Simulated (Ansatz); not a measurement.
**A hypothetical structure for TiMn**

This structure for TiMn is made up. Its elements were placed in a known structure type with a cell scaled to their sizes. What cell does the guess relax to, and how far off was it?

Method: DFT, PBE, plane-wave PAW, files of the set soft_1, scalar-relativistic, ferromagnetic start, cell and ions relaxed at zero pressure; PAW set soft_1, in Ansatz 0.2.0.

## (1) The starting structure

The structure is hexagonal, space group P-6m2 (No. 187). The conventional cell has a = 2.757 Å, b = 2.757 Å, c = 4.296 Å, α = 90.00°, β = 90.00°, γ = 120.00°. Nearest to Mn lie 6 Ti at 2.67 Å and 6 Mn at 2.76 Å. Ti has 6 Mn at 2.67 Å and 6 Ti at 2.76 Å nearest. Farther neighbours are not listed.

## (2) Relaxing cell and atoms

The guess takes its coordinates from another compound and its volume from a rule, so the cell and any free coordinates are relaxed together.

Contents of input.yaml:

```yaml
crystal:
  lattice:
    - [2.757, 0.0, 0.0]
    - [-1.3785, 2.387632038, 0.0]
    - [0.0, 0.0, 4.296]
  atoms:
    - { symbol: Mn, position: [0.333333333, 0.666666667, 0.0], spin: 4.0 }
    - { symbol: Ti, position: [0.0, 0.0, 0.5], spin: 1.0 }
magnetization:
  spin_polarized: true
kpoints:
  mp_grid: { grid: [11, 11, 6] }
scf:
  occupations: { method: fermi_dirac, width: 0.05 }
hamiltonian:
  xc: pbe
  pseudopotentials: { kind: paw, azcp: { folder: soft_1 } }
relax:
  f_tol: 0.015
  max_steps: 70
  cell: {}
output:
  forces: true
  stress: true
```

Started as:

```
$ ansatz run input.yaml --threads 4 --pin off --max-ram 10240MiB --backend cpu --events-out ev --progress --plain --runs-dir out
```

Numbers of over 12 decimals in the logs are rounded to 6 here.

The log of the run:

```text
Engine: ansatz 0.2.0, x86_64-unknown-linux-gnu
Pseudopotentials: kind: paw
Pseudopotential: Mn, paw, valence charge 15, recommended cutoff 420 eV (normal), soft_1/Mn.paw.azcp
Pseudopotential: Ti, paw, valence charge 12, recommended cutoff 420 eV (normal), soft_1/Ti.paw.azcp
Functional definition: PBE
  parameter kappa = 0.804
  parameter beta = 0.066725
  exchange = pbe_x(kappa = kappa, mu = beta*pi^2/3)
  correlation = pbe_c(beta = beta)
Crystal: 2 atoms, lattice volume = 28.279 Å³
Basis set: ecut = 420 eV, 561 PW (Γ), exchange–correlation on 40×40×60 points (8 copies of the dense FFT grid, shifted against one another)
Bands: 20, of which v1, the nominal top of the filled ones, is band 14 counted from 1 (13 counted from 0)
Symmetry: 12 space group operations
Space group: P-6m2 (ITA 187), of the structure as read, at distance tolerance 3.0e-5 Å
Magnetic group: BNS 187.209 (UNI 1439), of the structure as read, at distance tolerance 3.0e-5 Å
k-points: 64 of 726 (time reversal used)
Non-local potential: Mn, projectors of the file, l = 0: 3, l = 1: 2, l = 2: 3, l = 3: 1
Non-local potential: Ti, projectors of the file, l = 0: 3, l = 1: 2, l = 2: 3, l = 3: 1
PAW form: soft (Blöchl's): semilocal exchange-correlation on the pseudo side does not see the compensation charge
PAW one-centre angular grid: Mn, 590 points (default); XC on 64 Gauss nodes
PAW one-centre angular grid: Ti, 590 points (default); XC on 64 Gauss nodes
Initial density: superposition of atomic densities (chi_scale 0.1, normalization cell)
Starting moments: Σ|m| = 5 μB on 2 of 2 sites
Initial wavefunctions: pseudopotential atomic-orbital guess
Functional: x = pbe(κ = 0.804, μ = 0.219515), c = pbe(β = 0.066725)
SCF iter   1: F=—  HF=-6397.389503 eV  |F-HF|=—  |Δ(HF+E_count)|=         —  Δρ=7.64e-2 (↑7.64e-2 ↓3.16e-2)  dr2=1.03e0  dr2_m=6.42e-1  M=3.709 μB ∫|m|=3.722 μB  β_m=0.30  ethr=3.10e-3  ⟨swp⟩=3.8  Hψ=9643  notcnv=0
Mixer restart at iter 1: flushing history
preconditioner: auto → none  [metal: Δε(μ)=0.018 eV  Ē_g=5.600 eV  σ=0.050 eV  W_gap=0.09  n_scr=8 (ndim 8)  ℏωp=23.2 eV  f_vac=0.000  D(μ)=2.67/eV (n_scr^D=34)  sad-step TF]
SCF iter   2: F=—  HF=-6397.237263 eV  |F-HF|=—  |Δ(HF+E_count)|=   1.52e-1  Δρ=4.71e-2 (↑4.71e-2 ↓3.06e-2)  dr2=3.12e-1  dr2_m=3.37e-1  M=3.590 μB ∫|m|=3.613 μB  β_m=0.54  ethr=3.10e-3  ⟨swp⟩=2.0  Hψ=4269  notcnv=0  defer=101
SCF iter   3: F=—  HF=-6397.923416 eV  |F-HF|=—  |Δ(HF+E_count)|=   6.86e-1  Δρ=4.16e-2 (↑4.16e-2 ↓1.95e-2)  dr2=6.96e-1  dr2_m=1.56e-1  M=3.201 μB ∫|m|=3.261 μB  β_m=0.46  ethr=1.15e-3  ⟨swp⟩=2.8  Hψ=4929  notcnv=0  defer=100
SCF iter   4: F=—  HF=-6397.976062 eV  |F-HF|=—  |Δ(HF+E_count)|=   5.26e-2  Δρ=1.76e-2 (↑1.26e-2 ↓1.76e-2)  dr2=8.52e-2  dr2_m=4.82e-2  M=3.005 μB ∫|m|=3.107 μB  β_m=0.49  ethr=1.15e-3  ⟨swp⟩=2.3  Hψ=4672  notcnv=0  defer=88
SCF iter   5: F=—  HF=-6398.145133 eV  |F-HF|=—  |Δ(HF+E_count)|=         —  Δρ=2.67e-2 (↑2.67e-2 ↓2.17e-2)  dr2=8.36e-3  dr2_m=1.50e-1  M=2.281 μB ∫|m|=2.808 μB  β_m=0.49  ethr=3.16e-4  ⟨swp⟩=2.1  Hψ=4308  notcnv=0  defer=77
Mixer restart at iter 5: flushing history
SCF iter   6: F=—  HF=-6398.140203 eV  |F-HF|=—  |Δ(HF+E_count)|=   4.93e-3  Δρ=1.57e-2 (↑1.10e-2 ↓1.57e-2)  dr2=2.05e-2  dr2_m=4.39e-2  M=2.234 μB ∫|m|=2.830 μB  β_m=0.72  ethr=3.10e-5  ⟨swp⟩=2.0  Hψ=5436  notcnv=0  defer=69
SCF iter   7: F=—  HF=-6398.203851 eV  |F-HF|=—  |Δ(HF+E_count)|=   6.36e-2  Δρ=3.95e-2 (↑3.95e-2 ↓9.23e-3)  dr2=6.20e-1  dr2_m=8.97e-2  M=2.015 μB ∫|m|=2.669 μB  β_m=0.32  ethr=3.10e-5  ⟨swp⟩=3.1  Hψ=6016  notcnv=0  defer=62  recentre
SCF iter   8: F=—  HF=-6398.142525 eV  |F-HF|=—  |Δ(HF+E_count)|=   6.13e-2  Δρ=6.64e-3 (↑6.18e-3 ↓6.64e-3)  dr2=1.50e-3  dr2_m=1.05e-2  M=2.118 μB ∫|m|=2.785 μB  β_m=0.41  ethr=3.10e-5  ⟨swp⟩=2.2  Hψ=6000  notcnv=0  defer=49
SCF iter   9: F=—  HF=-6398.143304 eV  |F-HF|=—  |Δ(HF+E_count)|=   7.79e-4  Δρ=1.01e-3 (↑1.01e-3 ↓7.09e-4)  dr2=1.21e-4  dr2_m=1.57e-4  M=2.045 μB ∫|m|=2.764 μB  β_m=0.65  ethr=5.55e-6  ⟨swp⟩=2.1  Hψ=4590  notcnv=0  defer=49
SCF iter  10: F=—  HF=-6398.143288 eV  |F-HF|=—  |Δ(HF+E_count)|=   1.61e-5  Δρ=2.32e-4 (↑2.32e-4 ↓1.46e-4)  dr2=1.06e-5  dr2_m=7.05e-6  M=2.037 μB ∫|m|=2.760 μB  β_m=0.72  ethr=4.47e-7  ⟨swp⟩=2.9  Hψ=4405  notcnv=0  defer=49
SCF iter  11: F=—  HF=-6398.143297 eV  |F-HF|=—  |Δ(HF+E_count)|=   9.53e-6  Δρ=6.56e-5 (↑6.56e-5 ↓6.51e-5)  dr2=4.17e-7  dr2_m=9.95e-7  M=2.037 μB ∫|m|=2.761 μB  β_m=0.86  ethr=3.92e-8  ⟨swp⟩=2.1  Hψ=3428  notcnv=0  defer=49
SCF iter  12: F=—  HF=-6398.143301 eV  |F-HF|=—  |Δ(HF+E_count)|=   3.98e-6  Δρ=2.96e-5 (↑2.96e-5 ↓2.60e-5)  dr2=2.75e-7  dr2_m=1.23e-7  M=2.038 μB ∫|m|=2.761 μB  β_m=0.84  ethr=1.55e-9  ⟨swp⟩=2.0  Hψ=4296  notcnv=0  defer=49
SCF iter  13: F=—  HF=-6398.143301 eV  |F-HF|=—  |Δ(HF+E_count)|=   3.54e-7  Δρ=1.18e-5 (↑1.18e-5 ↓7.81e-6)  dr2=4.03e-8  dr2_m=2.16e-8  M=2.038 μB ∫|m|=2.762 μB  β_m=0.87  ethr=1.02e-9  ⟨swp⟩=2.0  Hψ=4213  notcnv=0  defer=49
SCF iter  14: F=—  HF=-6398.143302 eV  |F-HF|=—  |Δ(HF+E_count)|=   6.07e-8  Δρ=4.41e-6 (↑3.14e-6 ↓4.41e-6)  dr2=6.60e-9  dr2_m=2.45e-9  M=2.038 μB ∫|m|=2.762 μB  β_m=0.94  ethr=1.49e-10  ⟨swp⟩=2.0  Hψ=3662  notcnv=0  defer=49
SCF iter  15: F=—  HF=-6398.143302 eV  |F-HF|=—  |Δ(HF+E_count)|=   9.22e-9  Δρ=3.51e-6 (↑3.51e-6 ↓1.58e-6)  dr2=1.21e-8  dr2_m=4.54e-10  M=2.038 μB ∫|m|=2.762 μB  β_m=0.75  ethr=2.45e-11  ⟨swp⟩=2.5  Hψ=4078  notcnv=0  defer=49
SCF iter  16: F=-6398.143302 eV  HF=-6398.143302 eV  |F-HF|=5.33e-9  |Δ(HF+E_count)|=  4.35e-10  Δρ=2.63e-6 (↑2.63e-6 ↓1.49e-6)  dr2=5.65e-9  dr2_m=1.20e-10  M=2.038 μB ∫|m|=2.762 μB  ethr=2.45e-11  ⟨swp⟩=1.0  Hψ=6378  notcnv=0
SCF 1 converged in 16 iterations: F = -6398.143302 eV  dr2 = 5.65e-9
  greatest PAW one-centre occupation: 1.000 electrons in one spin orbital (limit 2), on the Mn atom at site 0 (counted from 0), in its partial waves of l = 0
relax step   1: F+E_penalty+E_count = -6398.14330152 eV  Δ(F+E_penalty+E_count) = +0.000e0 eV  max|allowed force component| = 2.220e-16 eV/Å  Δτ_max = 0.0000 Å  P = +4.228 GPa  Ω = 28.279 Å³  (16 SCF iters, dr2 threshold 1.00e-7 eV, accepted)
Crystal: 2 atoms, lattice volume = 29.230 Å³
Basis set: ecut = 420 eV, 579 PW (Γ), exchange–correlation on 40×40×60 points (8 copies of the dense FFT grid, shifted against one another)
Initial density: handed on by an earlier stage of this run
Starting moments: Σ|m| = 5 μB on 2 of 2 sites; this step starts from the density that it was given
Initial wavefunctions: those handed on with the density
iter 1 solved again at ethr=2.94e-5 eV; its pass at ethr=3.10e-3 eV (dr2=7.93e-3 eV) is discarded
[...]
the starting moments were not kept: 1 of 2 ended reversed and 1 kept their direction, counting a site from 0.1 μB. The largest reversed, site 1 (counted from 0, in the order of the report's site_moments_mub), started with +1.0 μB and closes at -3.4e-1 μB in its sphere.
SCF 3 converged in 9 iterations: F = -6398.164553 eV  dr2 = 2.08e-8
relax step   3: F+E_penalty+E_count = -6398.16455322 eV  Δ(F+E_penalty+E_count) = -4.601e-3 eV  max|allowed force component| = 2.220e-16 eV/Å  Δτ_max = 0.0000 Å  P = +0.382 GPa  Ω = 29.845 Å³  energy of the carried Pulay correction = -1.566e-3 eV  (9 SCF iters, dr2 threshold 2.00e-7 eV, accepted)
[...]
relax step   4: F+E_penalty+E_count = -6398.16470322 eV  Δ(F+E_penalty+E_count) = -1.500e-4 eV  max|allowed force component| = 1.665e-16 eV/Å  Δτ_max = 0.0000 Å  P = -0.445 GPa  Ω = 30.151 Å³  energy of the carried Pulay correction = -1.873e-3 eV  (10 SCF iters, dr2 threshold 2.00e-7 eV, accepted)
[...]
relax step   5: F+E_penalty+E_count = -6398.16502897 eV  Δ(F+E_penalty+E_count) = -3.257e-4 eV  max|allowed force component| = 1.295e-16 eV/Å  Δτ_max = 0.0000 Å  P = -0.057 GPa  Ω = 30.017 Å³  energy of the carried Pulay correction = -1.743e-3 eV  (9 SCF iters, dr2 threshold 2.00e-7 eV, accepted)
[...]
relax step   6: F+E_penalty+E_count = -6398.16505764 eV  Δ(F+E_penalty+E_count) = -2.868e-5 eV  max|allowed force component| = 3.886e-16 eV/Å  Δτ_max = 0.0000 Å  P = -0.017 GPa  Ω = 30.001 Å³  energy of the carried Pulay correction = -1.731e-3 eV  (8 SCF iters, dr2 threshold 5.25e-8 eV, accepted)
[...]
relax step   7: F+E_penalty+E_count = -6398.16506665 eV  Δ(F+E_penalty+E_count) = -9.009e-6 eV  max|allowed force component| = 2.220e-16 eV/Å  Δτ_max = 0.0000 Å  P = -0.001 GPa  Ω = 29.995 Å³  energy of the carried Pulay correction = -1.726e-3 eV  (8 SCF iters, dr2 threshold 8.94e-9 eV, accepted)
Initial wavefunctions: pseudopotential atomic-orbital guess (no wavefunctions were taken with the density)
iter 1 solved again at ethr=8.33e-9 eV; its pass at ethr=3.10e-3 eV (dr2=2.25e-6 eV) is discarded
SCF iter   1: F=—  HF=-6398.166935 eV  |F-HF|=—  |Δ(HF+E_count)|=         —  Δρ=9.73e-5 (↑9.73e-5 ↓8.38e-5)  dr2=1.04e-6  dr2_m=2.34e-7  M=2.349 μB ∫|m|=3.355 μB  β_m=0.65  ethr=8.33e-9  ⟨swp⟩=3.3  Hψ=17489  notcnv=0
preconditioner: auto → none  [metal: Δε(μ)=0.007 eV  Ē_g=4.424 eV  σ=0.050 eV  W_gap=0.03  n_scr=2 (ndim 8)  ℏωp=22.5 eV  f_vac=0.000  D(μ)=3.19/eV (n_scr^D=34)]
SCF iter   2: F=—  HF=-6398.166949 eV  |F-HF|=—  |Δ(HF+E_count)|=   1.42e-5  Δρ=4.28e-5 (↑4.28e-5 ↓3.06e-5)  dr2=3.67e-7  dr2_m=4.81e-8  M=2.349 μB ∫|m|=3.355 μB  β_m=0.48  ethr=3.84e-9  ⟨swp⟩=2.1  Hψ=3384  notcnv=0
SCF iter   3: F=—  HF=-6398.166951 eV  |F-HF|=—  |Δ(HF+E_count)|=   1.84e-6  Δρ=3.16e-5 (↑3.16e-5 ↓2.18e-5)  dr2=7.99e-8  dr2_m=9.59e-8  M=2.349 μB ∫|m|=3.355 μB  β_m=0.45  ethr=1.36e-9  ⟨swp⟩=2.0  Hψ=4347  notcnv=0
SCF iter   4: F=—  HF=-6398.166952 eV  |F-HF|=—  |Δ(HF+E_count)|=   9.77e-7  Δρ=1.16e-5 (↑7.76e-6 ↓1.16e-5)  dr2=1.63e-8  dr2_m=2.06e-8  M=2.349 μB ∫|m|=3.355 μB  β_m=0.73  ethr=2.96e-10  ⟨swp⟩=2.3  Hψ=3491  notcnv=0
SCF iter   5: F=—  HF=-6398.166952 eV  |F-HF|=—  |Δ(HF+E_count)|=   3.55e-7  Δρ=1.51e-5 (↑1.51e-5 ↓6.73e-6)  dr2=2.00e-8  dr2_m=3.09e-8  M=2.349 μB ∫|m|=3.356 μB  β_m=0.81  ethr=6.05e-11  ⟨swp⟩=2.2  Hψ=4457  notcnv=0
SCF iter   6: F=—  HF=-6398.166952 eV  |F-HF|=—  |Δ(HF+E_count)|=   1.31e-8  Δρ=6.81e-6 (↑6.81e-6 ↓3.18e-6)  dr2=1.93e-8  dr2_m=3.93e-9  M=2.349 μB ∫|m|=3.356 μB  β_m=0.75  ethr=6.05e-11  ⟨swp⟩=2.0  Hψ=3646  notcnv=0
SCF iter   7: F=—  HF=-6398.166952 eV  |F-HF|=—  |Δ(HF+E_count)|=   4.53e-9  Δρ=7.46e-7 (↑7.46e-7 ↓6.67e-7)  dr2=4.61e-10  dr2_m=3.20e-11  M=2.349 μB ∫|m|=3.356 μB  β_m=0.72  ethr=6.05e-11  ⟨swp⟩=2.3  Hψ=3707  notcnv=0
SCF iter   8: F=—  HF=-6398.166952 eV  |F-HF|=—  |Δ(HF+E_count)|=   5.78e-8  Δρ=2.66e-7 (↑2.66e-7 ↓2.22e-7)  dr2=2.41e-11  dr2_m=1.10e-11  M=2.349 μB ∫|m|=3.356 μB  β_m=0.86  ethr=1.71e-12  ⟨swp⟩=2.0  Hψ=4215  notcnv=0
SCF iter   9: F=—  HF=-6398.166952 eV  |F-HF|=—  |Δ(HF+E_count)|=  3.92e-10  Δρ=8.49e-8 (↑6.30e-8 ↓8.49e-8)  dr2=4.81e-12  dr2_m=4.59e-13  M=2.349 μB ∫|m|=3.356 μB  β_m=0.84  ethr=1.00e-12  ⟨swp⟩=2.0  Hψ=3157  notcnv=0
SCF iter  10: F=—  HF=-6398.166952 eV  |F-HF|=—  |Δ(HF+E_count)|=  1.46e-11  Δρ=2.62e-8 (↑1.55e-8 ↓2.62e-8)  dr2=6.13e-13  dr2_m=3.44e-14  M=2.349 μB ∫|m|=3.356 μB  β_m=0.92  ethr=1.00e-12  ⟨swp⟩=1.0  Hψ=2560  notcnv=0
SCF iter  11: F=-6398.166952 eV  HF=-6398.166952 eV  |F-HF|=9.09e-12  |Δ(HF+E_count)|=  3.64e-12  Δρ=8.09e-8 (↑5.67e-8 ↓8.09e-8)  dr2=8.74e-12  dr2_m=4.87e-14  M=2.349 μB ∫|m|=3.356 μB  ethr=1.00e-12  ⟨swp⟩=3.0  Hψ=8079  notcnv=0
the starting moments were not kept: 1 of 2 ended reversed and 1 kept their direction, counting a site from 0.1 μB. The largest reversed, site 1 (counted from 0, in the order of the report's site_moments_mub), started with +1.0 μB and closes at -3.6e-1 μB in its sphere.
SCF 8 converged in 11 iterations: F = -6398.166952 eV  dr2 = 8.74e-12
relax step   8: F+E_penalty+E_count = -6398.16695238 eV  Δ(F+E_penalty+E_count) = -1.886e-3 eV  max|allowed force component| = 2.035e-16 eV/Å  Δτ_max = 0.0000 Å  P = +0.018 GPa  Ω = 29.995 Å³  stress off target by 3.43e-2 GPa  SCF on the basis re-selected at this cell (its energy is not comparable with the rows above)  (11 SCF iters)
basis re-selected at this cell: Δ(F+E_penalty+E_count) = -1.886e-3 eV, ΔP = +0.018 GPa vs the last step (what re-selecting the basis moved, of the pressure what is left beyond the Pulay correction that the steps carried, after the strain that the cell walked since its last selection, with what the two solves' SCF thresholds leave and, on support functions, any second-order correction that the steps lacked; it is no m [...]
SCF converged after 11 iterations
Magnetization: 2.3492 μB (14.6746 up, 12.3254 down)
Absolute magnetization: 3.3557 μB (∫|ρ↑−ρ↓|, with the PAW one-centre terms)
Spin contamination: 0.3997 ħ² per cell (⟨S²⟩ above its minimum at these occupations)
Per-site moments (μB) at R_I (Å): [(2.763467, 1.114082), (-0.358543, 1.114082)]
Free energy (F): -6398.166952 eV
Harris-Foulkes:  -6398.166952 eV  (|F-HF|=9.09e-12)
Internal energy: -6398.140977 eV  (E = F + TS)
E sigma→0 (E₀):  -6398.153965 eV
Entropy (-TS):   -0.025975 eV (-12.988 meV/atom)
Fermi energy:    14.919448 eV
--- Per-component energies (eV) ---
  E_band       = -375.511966
  E_kinetic    = 599.351420
  E_local      = -2982.788074  (includes V_loc(G=0)·N_el)
  E_nonlocal   = 518.919764
  E_hartree    = 1148.745872
  E_xc         = -225.348109
  E_vxc        = -285.051873  (∫ρ·V_xc dr)
  E_paw        = -2369.471880  (= ΣΔE_a)
  E_vpaw       = -523.435072  (= ΣTr[D̂ρ^β])
  E_aug_tail   = 0.000035  (compensation charges beyond the density's cutoff)
  E_ewald      = -3087.550006
  E_smearing   = -0.025975  (= −TS)
  E_closure    = 0.000000  (closes the sum)
  Σ components = -6398.166952   (vs F -6398.166952, Δ=0.00e0)
--- Forces (eV/Å), atoms counted from 1 ---
  atom   1  Mn     0.00000000     0.00000000     0.00000000
  atom   2  Ti     0.00000000    -0.00000000     0.00000000
  max |Σ_I F_I| component: 1.11e-16 eV/Å
--- Stress (GPa, compression-positive) ---
        0.034251       0.000000       0.000000
        0.000000       0.034251       0.000000
        0.000000       0.000000      -0.015740
  P = ⅓ Tr σ = 0.0176 GPa (0.176 kbar)
--- Relaxed structure (7 steps of the walk, 7 accepted, 1 SCFs on fresh bases) ---
  F+E_penalty+E_count = -6398.16695238 eV   max|allowed force component| = 2.035e-16 eV/Å   (the final SCF, on the basis selected at the relaxed cell)
  cell:  # Å, volume = 29.9950 Å³
    - [2.840916, 0.0, 0.0]
    - [-1.420458, 2.460306, 0.0]
    - [0.0, 0.0, 4.291421]
  atoms:
    - { symbol: Mn, position: [0.333333, 0.666667, 0.0] }
    - { symbol: Ti, position: [1.8503717085702407e-17, -2.7755575615628914e-17, 0.5] }
```

Wall time 8.7 s (4 threads of Intel Xeon 6975P-C (Granite Rapids), shared host); peak memory 0.52 GiB; 31 s of CPU time.

Relaxation path:

```csv
step,energy less that of the first step (eV),largest force component (eV/Å),pressure (GPa),volume (Å³)
1,0.0000,0.0000,4.23,28.28
2,-0.0166,0.0000,1.52,29.23
3,-0.0213,0.0000,0.38,29.85
4,-0.0214,0.0000,-0.44,30.15
5,-0.0217,0.0000,-0.06,30.02
6,-0.0218,0.0000,-0.02,30.00
7,-0.0218,0.0000,0.00,29.99
8*,-0.0236,0.0000,0.02,29.99
```

Relaxation steps marked * repeat the geometry before them on a plane-wave basis chosen anew for their cell, so energy and pressure can jump there.

The run keeps the 12 symmetry operations that it works with, so distortions that break them were not tested.

| conventional cell, symmetrised | before | after | change |
| --- | --- | --- | --- |
| a (Å) | 2.757 | 2.841 | +3.0 % |
| b (Å) | 2.757 | 2.841 | +3.0 % |
| c (Å) | 4.296 | 4.291 | -0.1 % |
| volume (Å³/atom) | 14.14 | 15.00 | +6.1 % |

Final coordinates:

```
Mn Ti
1.0
     2.84092    0.00000    0.00000
    -1.42046    2.46031    0.00000
     0.00000    0.00000    4.29142
Mn Ti
1 1
Direct
  0.33333 0.66667 0.00000
  0.00000 0.00000 0.50000
```

Numbers from this step:

| Item | Value |
| --- | --- |
| free energy | -6398.1670 eV |
| energy at zero smearing | -6398.1540 eV |
| smearing term TS | 0.02598 eV |
| Fermi energy | 14.92 eV |
| magnetization | 2.349 μB |
| absolute magnetization | 3.356 μB |
| site moments | 2.763, -0.3585 μB |
| electrons | 27 |
| symmetry operations | 12 |
| pressure | 0.01759 GPa |

Site moment by atom:

```csv
atom,site moment (μB)
Mn1,2.76
Ti2,-0.36
```

Shortest distances by pair of elements, guess and relaxed (not always the same contact):

| pair | guess (Å) | relaxed (Å) |
| --- | --- | --- |
| Mn–Ti | 2.673 | 2.701 |
| Mn–Mn | 2.757 | 2.841 |
| Ti–Ti | 2.757 | 2.841 |

The relaxation ends with a pressure of 0.02 GPa.

## (3) Summary of results

| Property | Result |
| --- | --- |
| space group, relaxed | P-6m2 |
| conventional cell | a = 2.841, b = 2.841, c = 4.291 Å; α = 90.0°, β = 90.0°, γ = 120.0° |
| volume per atom | 15.00 Å³ (guess 14.14) |
| total moment | 2.35 μB in the cell of 2 atoms |

What this shows: TiMn relaxes to P-6m2 with a = 2.841, b = 2.841 and c = 4.291 Å. The guessed volume was 6 % too small. The space group P-6m2 was held in the relaxation, so the end point is a stationary structure within it and may be a saddle against distortions or other arrangements. The input starts from parallel moments, and no other start was typed; the run left that order, and the end state is ferrimagnetic. Mesh and cutoff weren't tested. No dispersion term is used, so weakly bound directions may come out too long. Nothing here tests whether the compound is stable against decomposition.

[Logs are printed without paths, hosts, clocks, repeated set-up lines and the standing remarks that a program may print on its own settings, such as how far it seeks lower states.]

[Hosts, paths, dates, database ids (printed as entryN), source tags and the programs' standing remarks are cut or masked in the printed files.]
